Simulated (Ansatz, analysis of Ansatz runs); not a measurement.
# A hop of K in K2MoO4 (C2/m), charge −1

Wanted: path and barrier of a jump of K in K2MoO4 (C2/m) at charge −1. The case: V_K hop (4.0 Å), in a cell of 56 host atoms with 1 K taken out.

Method: plane-wave PAW DFT, PBEsol; nudged elastic band between two relaxed defect structures at fixed charge in a uniform background, in Ansatz 0.2.0.

## Step 1: Starting point

The cell holds 55 atoms: 15 K, 8 Mo and 32 O. Its edges and angles: a = 9.638 Å, b = 11.282 Å, c = 13.703 Å, α = 44.1°, β = 91.4°, γ = 81.4°. It derives from K2MoO4 (space group C2/m). Nearest the centre at fractional (0.250, 0.250, 0.750): O45 at 1.79 Å, O41 at 1.80 Å, K10 at 2.01 Å, O55 at 3.54 Å, O52 at 3.54 Å, O51 at 3.55 Å, O48 at 3.55 Å, Mo17 at 3.56 Å. The cell carries charge −1.

The cell's shortest repeat is 9.6 Å.

## Step 2: Relaxation of the start point, charge −1

A barrier is counted from a minimum, so both ends are relaxed first. Small random displacements break the symmetry of the ideal sites, so that the defect can distort if it gains by it. The charge of −1 is set by the electron count, and a uniform background keeps the cell neutral.

qm1.start/input.yaml reads:

```yaml
crystal:
  lattice:
    - [-3.24276055, 6.05590372, 6.76040222]
    - [9.04886774, 0.0, 6.73828762]
    - [12.29162829, 6.05590372, -0.0221146]
  atoms:
    - { symbol: K, position: [0.13761595, 0.62723075, 0.36238405] }
    - { symbol: K, position: [0.13761595, 0.62723075, 0.86238405] }
    - { symbol: K, position: [0.63761595, 0.12723075, 0.36238405] }
    - { symbol: K, position: [0.63761595, 0.12723075, 0.86238405] }
    - { symbol: K, position: [0.36238405, 0.87276925, 0.13761595] }
    - { symbol: K, position: [0.36238405, 0.87276925, 0.63761595] }
    - { symbol: K, position: [0.86238405, 0.37276925, 0.13761595] }
    - { symbol: K, position: [0.86238405, 0.37276925, 0.63761595] }
    - { symbol: K, position: [0.20372178, 0.04731595, 0.29627822] }
    - { symbol: K, position: [0.20372178, 0.04731595, 0.79627822] }
    - { symbol: K, position: [0.70372178, 0.54731595, 0.29627822] }
    - { symbol: K, position: [0.70372178, 0.54731595, 0.79627822] }
    - { symbol: K, position: [0.29627822, 0.45268405, 0.20372178] }
    - { symbol: K, position: [0.79627822, 0.95268405, 0.20372178] }
    - { symbol: K, position: [0.79627822, 0.95268405, 0.70372178] }
    - { symbol: Mo, position: [0.47504713, 0.29941829, 0.02495287] }
    - { symbol: Mo, position: [0.47504713, 0.29941829, 0.52495287] }
    - { symbol: Mo, position: [0.97504713, 0.79941829, 0.02495287] }
    - { symbol: Mo, position: [0.97504713, 0.79941829, 0.52495287] }
    - { symbol: Mo, position: [0.02495287, 0.20058171, 0.47504713] }
    - { symbol: Mo, position: [0.02495287, 0.20058171, 0.97504713] }
    - { symbol: Mo, position: [0.52495287, 0.70058171, 0.47504713] }
    - { symbol: Mo, position: [0.52495287, 0.70058171, 0.97504713] }
    - { symbol: O, position: [0.41436176, 0.51096922, 0.34694589] }
    - { symbol: O, position: [0.41436176, 0.51096922, 0.84694589] }
    - { symbol: O, position: [0.91436176, 0.01096922, 0.34694589] }
    - { symbol: O, position: [0.91436176, 0.01096922, 0.84694589] }
    - { symbol: O, position: [0.34694589, 0.72772313, 0.41436176] }
    - { symbol: O, position: [0.34694589, 0.72772313, 0.91436176] }
    - { symbol: O, position: [0.84694589, 0.22772313, 0.41436176] }
    - { symbol: O, position: [0.84694589, 0.22772313, 0.91436176] }
    - { symbol: O, position: [0.08563824, 0.98903078, 0.15305411] }
    - { symbol: O, position: [0.08563824, 0.98903078, 0.65305411] }
    - { symbol: O, position: [0.58563824, 0.48903078, 0.15305411] }
    - { symbol: O, position: [0.58563824, 0.48903078, 0.65305411] }
    - { symbol: O, position: [0.15305411, 0.77227687, 0.08563824] }
    - { symbol: O, position: [0.15305411, 0.77227687, 0.58563824] }
    - { symbol: O, position: [0.65305411, 0.27227687, 0.08563824] }
    - { symbol: O, position: [0.65305411, 0.27227687, 0.58563824] }
    - { symbol: O, position: [0.13656593, 0.22467254, 0.36343407] }
    - { symbol: O, position: [0.13656593, 0.22467254, 0.86343407] }
    - { symbol: O, position: [0.63656593, 0.72467254, 0.36343407] }
    - { symbol: O, position: [0.63656593, 0.72467254, 0.86343407] }
    - { symbol: O, position: [0.36343407, 0.27532746, 0.13656593] }
    - { symbol: O, position: [0.36343407, 0.27532746, 0.63656593] }
    - { symbol: O, position: [0.86343407, 0.77532746, 0.13656593] }
    - { symbol: O, position: [0.86343407, 0.77532746, 0.63656593] }
    - { symbol: O, position: [0.47534799, 0.14239926, 0.02465201] }
    - { symbol: O, position: [0.47534799, 0.14239926, 0.52465201] }
    - { symbol: O, position: [0.97534799, 0.64239926, 0.02465201] }
    - { symbol: O, position: [0.97534799, 0.64239926, 0.52465201] }
    - { symbol: O, position: [0.02465201, 0.35760074, 0.47534799] }
    - { symbol: O, position: [0.02465201, 0.35760074, 0.97534799] }
    - { symbol: O, position: [0.52465201, 0.85760074, 0.47534799] }
    - { symbol: O, position: [0.52465201, 0.85760074, 0.97534799] }
total_charge: -1
basis:
  ecutwfc: 420
  xc_grid: 2
hamiltonian:
  xc: pbesol
kpoints:
  mp_grid: { grid: [1, 1, 1], shift: [0.25, 0.25, 0.25] }
scf:
  occupations: { method: fixed }
  max_iter: 150
output:
  forces: true
relax:
  f_tol: 0.02
  max_steps: 70
  random_displacement: { amplitude: 0.03, seed: 5483 }
```

On the command line:

```
> ansatz run input.yaml --threads 32 --pin off --max-ram 84787MiB --backend cuda --events-out ev --progress --plain --runs-dir out --max-vram 78GiB
```

Numbers of over 12 decimals in the logs are rounded to 6 here.

What it wrote:

```text
[... repeated set-up lines and file paths are left out, and long positions are rounded to six places ...]
The last accepted step is kept in <dir> (removed where the run ends without a failure and the disk answers)
Engine: ansatz 0.2.0, aarch64-unknown-linux-gnu
Pseudopotentials: kind: paw
Pseudopotential: K, paw, valence charge 9, recommended cutoff 420 eV (normal), K.paw.azcp
Pseudopotential: Mo, paw, valence charge 14, recommended cutoff 420 eV (normal), Mo.paw.azcp
Pseudopotential: O, paw, valence charge 6, recommended cutoff 420 eV (normal), O.paw.azcp
Functional definition: PBEsol
  exchange = pbesol_x
  correlation = pbesol_c
[...]
Crystal: 55 atoms, lattice volume = 1005.578 Å³
Basis set: ecut = 420 eV, 19613 PW (Γ), exchange–correlation on 144×160×192 points (8 copies of the dense FFT grid, shifted against one another)
Bands: 275, of which v1, the nominal top of the filled ones, is band 220 counted from 1 (219 counted from 0)
Symmetry: 1 space group operations
k-points: 1
Non-local potential: K, projectors of the file, l = 0: 3, l = 1: 2, l = 2: 2
Non-local potential: Mo, projectors of the file, l = 0: 3, l = 1: 2, l = 2: 2, l = 3: 1
Non-local potential: O, projectors of the file, l = 0: 2, l = 1: 2, l = 2: 1
PAW form: soft (Blöchl's): semilocal exchange-correlation on the pseudo side does not see the compensation charge
PAW frozen core: K, regenerated for the run's functional, and the local potential with it (the file was generated under x = pbe(κ = 0.804, μ = 0.219515), c = pbe(β = 0.066725))
PAW frozen core: Mo, regenerated for the run's functional, and the local potential with it (the file was generated under x = pbe(κ = 0.804, μ = 0.219515), c = pbe(β = 0.066725))
PAW frozen core: O, regenerated for the run's functional, and the local potential with it (the file was generated under x = pbe(κ = 0.804, μ = 0.219515), c = pbe(β = 0.066725))
PAW one-centre angular grid: K, 110 points (default); XC on 64 Gauss nodes
PAW one-centre angular grid: Mo, 590 points (default); XC on 64 Gauss nodes
PAW one-centre angular grid: O, 110 points (default); XC on 64 Gauss nodes
Initial density: superposition of atomic densities (neutral atoms scaled as one to the charged cell's electrons: chi_scale 0, normalization atom), corrected by the library's trained network
Initial wavefunctions: pseudopotential atomic-orbital guess
[...]
Functional: x = pbesol(κ = 0.804, μ = 0.123457), c = pbesol(β = 0.046)
SCF iter   1: F=—  HF=-79896.363149 eV  |F-HF|=—  |Δ(HF+E_count)|=         —  Δρ=1.29e-2  dr2=1.34e0  ethr=1.77e-3  ⟨swp⟩=5.0  Hψ=873  notcnv=0  defer=51
preconditioner: auto → Resta (q_TF=auto, 2.377 Å⁻¹)  ε∞=3.9  [insulator: Δε(μ)=3.963 eV  Ē_g=12.725 eV  n_scr=232 (ndim 8)  ℏωp=21.8 eV  f_vac=0.129  ε∞_Penn≈3.9]
SCF iter   2: F=—  HF=-79896.040993 eV  |F-HF|=—  |Δ(HF+E_count)|=   3.22e-1  Δρ=4.62e-3  dr2=3.19e-1  ethr=3.05e-4  ⟨swp⟩=2.0  Hψ=471  notcnv=0  defer=49
[...]
SCF iter   9: F=-79895.984766 eV  HF=-79895.984765 eV  |F-HF|=7.97e-7  |Δ(HF+E_count)|=   3.44e-6  Δρ=1.32e-5  dr2=2.39e-6  ethr=2.27e-9  ⟨swp⟩=4.0  Hψ=712  notcnv=0
SCF 1 converged in 9 iterations: F = -79895.984766 eV  dr2 = 2.39e-6
  greatest PAW one-centre occupation: 0.999 electrons in one spin orbital (limit 2), on the Mo atom at site 16 (counted from 0), in its partial waves of l = 0
relax step   1: F+E_penalty+E_count = -79895.98476625 eV  Δ(F+E_penalty+E_count) = +0.000e0 eV  max|allowed force component| = 3.372e0 eV/Å  Δτ_max = 0.0000 Å  (9 SCF iters, dr2 threshold 1.00e-5 eV, accepted)
[... the SCF cycles and remarks between the steps are left out from here to the last step ...]
relax step   2: F+E_penalty+E_count = -79896.71958542 eV  Δ(F+E_penalty+E_count) = -7.348e-1 eV  max|allowed force component| = 4.691e-1 eV/Å  Δτ_max = 0.1949 Å  (8 SCF iters, dr2 threshold 1.00e-4 eV, accepted)
relax step   3: F+E_penalty+E_count = -79896.82381635 eV  Δ(F+E_penalty+E_count) = -1.042e-1 eV  max|allowed force component| = 2.178e-1 eV/Å  Δτ_max = 0.2000 Å  (8 SCF iters, dr2 threshold 1.38e-5 eV, accepted)
relax step   4: F+E_penalty+E_count = -79896.83962720 eV  Δ(F+E_penalty+E_count) = -1.581e-2 eV  max|allowed force component| = 7.097e-2 eV/Å  Δτ_max = 0.0443 Å  (8 SCF iters, dr2 threshold 2.97e-6 eV, accepted)
relax step   5: F+E_penalty+E_count = -79896.84089872 eV  Δ(F+E_penalty+E_count) = -1.272e-3 eV  max|allowed force component| = 1.974e-2 eV/Å  Δτ_max = 0.0133 Å  (7 SCF iters, dr2 threshold 5.34e-7 eV, accepted)
[...]
SCF 6 converged in 3 iterations: F = -79896.840899 eV  dr2 = 7.31e-8
relax step   6: F+E_penalty+E_count = -79896.84089888 eV  Δ(F+E_penalty+E_count) = -1.636e-7 eV  max|allowed force component| = 1.969e-2 eV/Å  Δτ_max = 0.0000 Å  (3 SCF iters, accepted)
SCF converged after 3 iterations
[...]
max |Σ_I F_I| component: 5.74e-5 eV/Å
--- Relaxed structure (6 steps of the walk, 6 accepted, 0 SCFs on fresh bases) ---
  F+E_penalty+E_count = -79896.84089888 eV   max|allowed force component| = 1.969e-2 eV/Å
  atoms:
    - { symbol: K, position: [0.154138, 0.602954, 0.400266] }
    - { symbol: K, position: [0.142673, 0.618318, 0.856799] }
    [... 7 atoms left out ...]
    - { symbol: K, position: [0.202395, 0.048621, 0.798380] }
    [... 6 atoms left out ...]
    - { symbol: Mo, position: [0.478928, 0.293246, 0.520793] }
    [... 3 atoms left out ...]
    - { symbol: Mo, position: [0.019037, 0.193781, 0.981214] }
    [... 19 atoms left out ...]
    - { symbol: O, position: [0.128919, 0.212612, 0.872113] }
    [... 3 atoms left out ...]
    - { symbol: O, position: [0.365354, 0.259867, 0.633526] }
    [... 2 atoms left out ...]
    - { symbol: O, position: [0.482503, 0.132203, 0.037900] }
    [... 2 atoms left out ...]
    - { symbol: O, position: [0.963006, 0.652121, 0.517883] }
    - { symbol: O, position: [0.027715, 0.353460, 0.481067] }
    [... 2 atoms left out ...]
    - { symbol: O, position: [0.517428, 0.863574, 0.970924] }
```

Elapsed: 3.9 s, on 1 × NVIDIA GB200 with 32 threads of Arm Neoverse V2, shared host; peak memory 1.4 GiB; 15 s of CPU time.

The steps of the relaxation:

```csv
step,energy less that of the first step (eV),largest force component (eV/Å)
1,0.0000,3.3716
2,-0.7348,0.4691
3,-0.8391,0.2178
4,-0.8549,0.0710
5,-0.8561,0.0197
6,-0.8561,0.0197
```

The atoms that moved most (Å, from the sites as typed, ahead of the random displacement):

```csv
atom,dx,dy,dz,length
K4,0.194,-0.331,-0.052,0.387
K1,0.192,0.330,-0.053,0.386
O45,-0.184,-0.006,-0.091,0.205
K2,-0.166,-0.002,-0.026,0.168
O49,-0.161,0.010,0.039,0.166
O41,0.022,0.007,-0.133,0.135
O48,0.047,0.125,-0.020,0.135
O28,-0.062,-0.030,0.107,0.127
```

Neighbours of K10 at the end:

```csv
atom,distance (Å)
O45,2.609
O41,2.698
O33,2.780
O29,2.784
O27,2.890
O36,2.895
O55,3.134
O52,3.160
```

Read from the output:

```
free energy                                                                                       : -79896.8409 eV
r.m.s. move of the farther half of the atoms                                                      : 0.05792 Å
largest move from the ideal geometry of this structure, a common shift of the far atoms taken out : 0.3905 Å
```

The relaxation gained 0.856 eV and ended with a largest force component of 0.020 eV/Å.

## Step 3: Relaxation of the end point, charge −1

The end point is relaxed in the same cell and settings, so that the two energies compare. Atoms more than 3.2 Å from the middle of the hop start where the first relaxation left them, the nearer ones on or close to their ideal places, with small random displacements.

qm1.end/input.yaml reads:

```yaml
crystal:
  lattice:
    - [-3.24276055, 6.05590372, 6.76040222]
    - [9.04886774, 0.0, 6.73828762]
    - [12.29162829, 6.05590372, -0.0221146]
  atoms:
    - { symbol: K, position: [0.15332878, 0.60165967, 0.40116664] }
    - { symbol: K, position: [0.14186355, 0.61702403, 0.85769999] }
[... 1 atom line left out ...]
    - { symbol: K, position: [0.59866254, 0.15634918, 0.84660459] }
    - { symbol: K, position: [0.35484044, 0.87383219, 0.13837511] }
[... 2 atom lines left out ...]
    - { symbol: K, position: [0.8615732, 0.36745357, 0.64494059] }
[... 1 atom line left out ...]
    - { symbol: K, position: [0.296858, 0.452063, 0.703142] }
[... 6 atom lines left out ...]
    - { symbol: Mo, position: [0.47811832, 0.29195203, 0.52169342] }
[... 3 atom lines left out ...]
    - { symbol: Mo, position: [0.01822784, 0.19248661, 0.98211518] }
[... 19 atom lines left out ...]
    - { symbol: O, position: [0.13656593, 0.22467254, 0.86343407] }
[... 3 atom lines left out ...]
    - { symbol: O, position: [0.36343407, 0.27532746, 0.63656593] }
[... 5 atom lines left out ...]
    - { symbol: O, position: [0.96219651, 0.65082714, 0.51878348] }
    - { symbol: O, position: [0.02690579, 0.35216602, 0.48196772] }
[... 2 atom lines left out ...]
    - { symbol: O, position: [0.51661925, 0.86227984, 0.97182494] }
total_charge: -1
basis:
  ecutwfc: 420
  xc_grid: 2
hamiltonian:
  xc: pbesol
kpoints:
  mp_grid: { grid: [1, 1, 1], shift: [0.25, 0.25, 0.25] }
scf:
  occupations: { method: fixed }
  max_iter: 150
output:
  forces: true
relax:
  f_tol: 0.02
  max_steps: 70
  random_displacement: { amplitude: 0.01, seed: 5483 }
```

What it wrote:

```text
[...]
Crystal: 55 atoms, lattice volume = 1005.578 Å³
Basis set: ecut = 420 eV, 19613 PW (Γ), exchange–correlation on 144×160×192 points (8 copies of the dense FFT grid, shifted against one another)
Bands: 275, of which v1, the nominal top of the filled ones, is band 220 counted from 1 (219 counted from 0)
Symmetry: 1 space group operations
k-points: 1
[...]
SCF iter   1: F=—  HF=-79896.107504 eV  |F-HF|=—  |Δ(HF+E_count)|=         —  Δρ=1.29e-2  dr2=1.36e0  ethr=1.77e-3  ⟨swp⟩=5.0  Hψ=876  notcnv=0  defer=52
[...]
SCF iter   2: F=—  HF=-79895.778575 eV  |F-HF|=—  |Δ(HF+E_count)|=   3.29e-1  Δρ=4.64e-3  dr2=3.29e-1  ethr=3.09e-4  ⟨swp⟩=2.0  Hψ=472  notcnv=0  defer=49
[...]
SCF iter   9: F=-79895.717634 eV  HF=-79895.717633 eV  |F-HF|=1.28e-6  |Δ(HF+E_count)|=   4.94e-6  Δρ=1.46e-5  dr2=2.99e-6  ethr=2.27e-9  ⟨swp⟩=3.0  Hψ=711  notcnv=0
SCF 1 converged in 9 iterations: F = -79895.717634 eV  dr2 = 2.99e-6
[...]
SCF converged after 8 iterations
[...]
atom  55  O     -0.00060703     0.00024058    -0.00054015
  max |Σ_I F_I| component: 3.88e-5 eV/Å
--- Relaxed structure (6 steps of the walk, 6 accepted, 0 SCFs on fresh bases) ---
  F+E_penalty+E_count = -79896.84098700 eV   max|allowed force component| = 3.319e-3 eV/Å
  atoms:
    - { symbol: K, position: [0.143720, 0.623984, 0.363339] }
    - { symbol: K, position: [0.134066, 0.630969, 0.865260] }
    [... 1 atom left out ...]
    - { symbol: K, position: [0.636771, 0.130664, 0.856438] }
    - { symbol: K, position: [0.344639, 0.896531, 0.099875] }
    [... 2 atoms left out ...]
    - { symbol: K, position: [0.899575, 0.341695, 0.654815] }
    [... 1 atom left out ...]
    - { symbol: K, position: [0.296619, 0.450895, 0.702116] }
    [... 6 atoms left out ...]
    - { symbol: Mo, position: [0.479991, 0.305887, 0.519098] }
    [... 23 atoms left out ...]
    - { symbol: O, position: [0.134243, 0.239014, 0.867311] }
    [... 3 atoms left out ...]
    - { symbol: O, position: [0.369789, 0.287467, 0.627856] }
    [... 6 atoms left out ...]
    - { symbol: O, position: [0.016257, 0.367595, 0.462196] }
    [... 2 atoms left out ...]
    - { symbol: O, position: [0.536282, 0.847287, 0.982569] }
```

Run time: 4.4 s. Hardware: 1 × NVIDIA GB200 with 32 threads; peak memory 1.4 GiB.

Relaxation path:

```csv
step,energy less that of the first step (eV),largest force component (eV/Å)
1,0.0000,2.7749
2,-0.8916,0.6503
3,-1.0694,0.4142
4,-1.1200,0.0683
5,-1.1231,0.0301
6,-1.1234,0.0033
```

The atoms that moved most (Å, from the sites as typed, ahead of the random displacement):

```csv
atom,dx,dy,dz,length
K5,-0.235,-0.295,0.085,0.386
K4,-0.235,0.291,0.084,0.383
K8,-0.235,0.290,0.083,0.383
K1,-0.232,-0.287,0.086,0.379
K6,0.247,0.000,0.041,0.250
K2,0.244,-0.001,0.041,0.248
O51,-0.066,0.191,0.030,0.205
O41,0.185,0.010,0.081,0.202
```

Neighbours of K10 at the end:

```csv
atom,distance (Å)
O41,2.609
O45,2.698
O25,2.778
O37,2.784
O35,2.888
O28,2.899
O51,3.126
O48,3.165
```

This step gave:

```
free energy                                                                                       : -79896.8410 eV
r.m.s. move of the farther half of the atoms                                                      : 0.05876 Å
largest move from the ideal geometry of this structure, a common shift of the far atoms taken out : 0.3940 Å
```

The relaxation gained 1.123 eV and ended with a largest force component of 0.0033 eV/Å. The end lies within 1 meV of the start.

(Continued in part 2 of 3.)

[Logs are printed without paths, hosts, clocks, repeated set-up lines and the standing remarks that a program may print on its own settings, such as how far it seeks lower states.]

[Hosts, paths, dates, database ids (printed as entryN), source tags and the programs' standing remarks are cut or masked in the printed files.]
